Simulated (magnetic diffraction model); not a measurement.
# Which magnetic order? Ba3Ho4S9

Space group R3 (no. 146), a = 7.1130 Å, c = 28.9500 Å.

| site | atom | x | y | z |
| --- | --- | --- | --- | --- |
| 3a | Ho | 0 | 0 | 0.2960 |
| 3a | Ho | 2/3 | 1/3 | 0.0687 |
| 3a | Ho | 2/3 | 1/3 | 0.1974 |
| 3a | Ho | 1/3 | 2/3 | 0.0909 |
| 3a | Ba | 1/3 | 2/3 | 0.2428 |
| 3a | Ba | 0 | 0 | 0.1622 |
| 3a | Ba | 2/3 | 1/3 | 0.3307 |
| 9b | S | 0.3939 | 0.0043 | 0.0173 |
| 9b | S | 0.4439 | 0.9710 | 0.1428 |
| 9b | S | 0.7406 | 0.1172 | 0.2541 |

The compound is invented for this exercise: a known structure type with other elements, its cell scaled to their sizes and not relaxed.

Only Ho is taken to order (form factors of Ho3+); orders and moment sizes are assumed, and not adapted to the symmetry. Radiation: neutrons of λ = 2.567 Å, 5° to 50°; isotropic B of 0.14 Å² (Ho), 0.12 Å² (Ba) and 0.22 Å² (S). Simulated constant-wavelength pattern: nuclear and magnetic terms add, the magnetic one as |2.695 fm × Σ f S⊥ exp(2πi Q·r) exp(−B s²)|², summed over all Q at one angle with the factor 1/(sin²θ cos θ). For collinear order S is the moment m, which repeats by lattice and centring translations R with the sign exp(−2πi k·R). Free-ion form factors, Sears's scattering lengths of 1992, no absorption; a label names one of the reflections at its angle. The strongest nuclear line in the range is 100, and lines under 0.2 are left out.

Above the ordering temperature:

```
2θ (°)    index      I
 15.29  (0 0 3)    0.2
 24.60  (1 0 1)    2.9
 26.18  (0 1 2)   38.5
 31.76  (1 0 4)    2.4
 35.42  (0 1 5)    0.9
 42.31  (1 1 0)  100.0
 43.90  (1 0 7)   90.6
 45.24  (1 1 3)    9.2
 48.58  (0 1 8)    0.3
 49.55  (0 2 1)    0.6
```

Below it (cell unchanged):

```
2θ (°)      I
 12.23  311.6
 15.29    0.2
 17.50   57.1
 21.54   56.3
 22.18  500.5
 24.60    2.9
 26.18   38.5
 30.75   18.8
 31.21   66.9
 31.76    2.4
 32.11   91.4
 34.56   52.4
 35.42    0.9
 35.69    2.3
 36.88   91.5
 37.27  187.8
 42.31  100.0
 43.19   67.7
 43.53   53.1
 43.90   90.6
 44.21   47.3
 44.46   21.4
 45.24    9.2
 46.03    3.8
 46.11   30.8
 47.00   10.7
 47.96   59.7
 48.58    0.3
 49.55    0.6
```

**Question.** Check that the new lines index with k = (1/2 0 1/2), then choose among these models:
A. collinear moments along [120], 8.6 μB on Ho; signs + at (0, 0, 0.2960), − at (2/3, 1/3, 0.0687), − at (2/3, 1/3, 0.1974), + at (1/3, 2/3, 0.0909)
B. collinear moments along [001], 8.6 μB on Ho; signs + at (0, 0, 0.2960), + at (2/3, 1/3, 0.0687), + at (2/3, 1/3, 0.1974), − at (1/3, 2/3, 0.0909)
C. collinear moments along [001], 8.6 μB on Ho; signs + at (0, 0, 0.2960), − at (2/3, 1/3, 0.0687), − at (2/3, 1/3, 0.1974), + at (1/3, 2/3, 0.0909)
D. collinear moments along [120], 8.6 μB on Ho; signs + at (0, 0, 0.2960), + at (2/3, 1/3, 0.0687), + at (2/3, 1/3, 0.1974), − at (1/3, 2/3, 0.0909)

The new lines index as (1/2 0 1/2) at 12.23°, (1/2 0 -5/2) at 17.50°, (1/2 0 7/2) at 21.54° and (1/2 -1 3/2) at 22.18°, that is as H ± k with k = (1/2 0 1/2), one of 3 inequivalent arms of its star (k and −k counted as one), which a powder can't tell apart. Half indices mean that the moments reverse under translations with k·R a half-integer, and the magnetic cell has twice the primitive volume.

Magnetic intensity, observed (below minus above) and for each model:

| 2θ (°) | index | observed | A | B | C | D |
| --- | --- | --- | --- | --- | --- | --- |
| 12.23 | (1/2 0 1/2) | 311.6 | 627.8 | 311.6 | 789.5 | 247.8 |
| 21.54 | (1/2 0 7/2) | 56.3 | 15.2 | 56.3 | 5.1 | 167.0 |
| 22.18 | (1/2 -1 3/2) | 500.5 | 225.2 | 500.5 | 583.8 | 193.1 |
| 30.75 | (1/2 0 -11/2) | 18.8 | 107.3 | 18.8 | 17.2 | 116.8 |
| 31.21 | (1/2 -1 9/2) | 66.9 | <0.2 | 66.9 | <0.2 | 98.5 |
| 32.11 | (1/2 1 -1/2) | 91.4 | 125.5 | 91.4 | 231.5 | 49.5 |
| 44.21 | (3/2 -2 1/2) | 47.3 | 35.0 | 47.3 | 119.9 | 13.8 |
| 44.46 | (1/2 -1 15/2) | 21.4 | 161.3 | 21.4 | 44.2 | 77.9 |

Model B matches.

The structure used: k = (1/2 0 1/2), collinear moments along [001], 8.6 μB on Ho; signs + at (0, 0, 0.2960), + at (2/3, 1/3, 0.0687), + at (2/3, 1/3, 0.1974), − at (1/3, 2/3, 0.0909).

[Logs are printed without paths, hosts, clocks, repeated set-up lines and the standing remarks that a program may print on its own settings, such as how far it seeks lower states.]
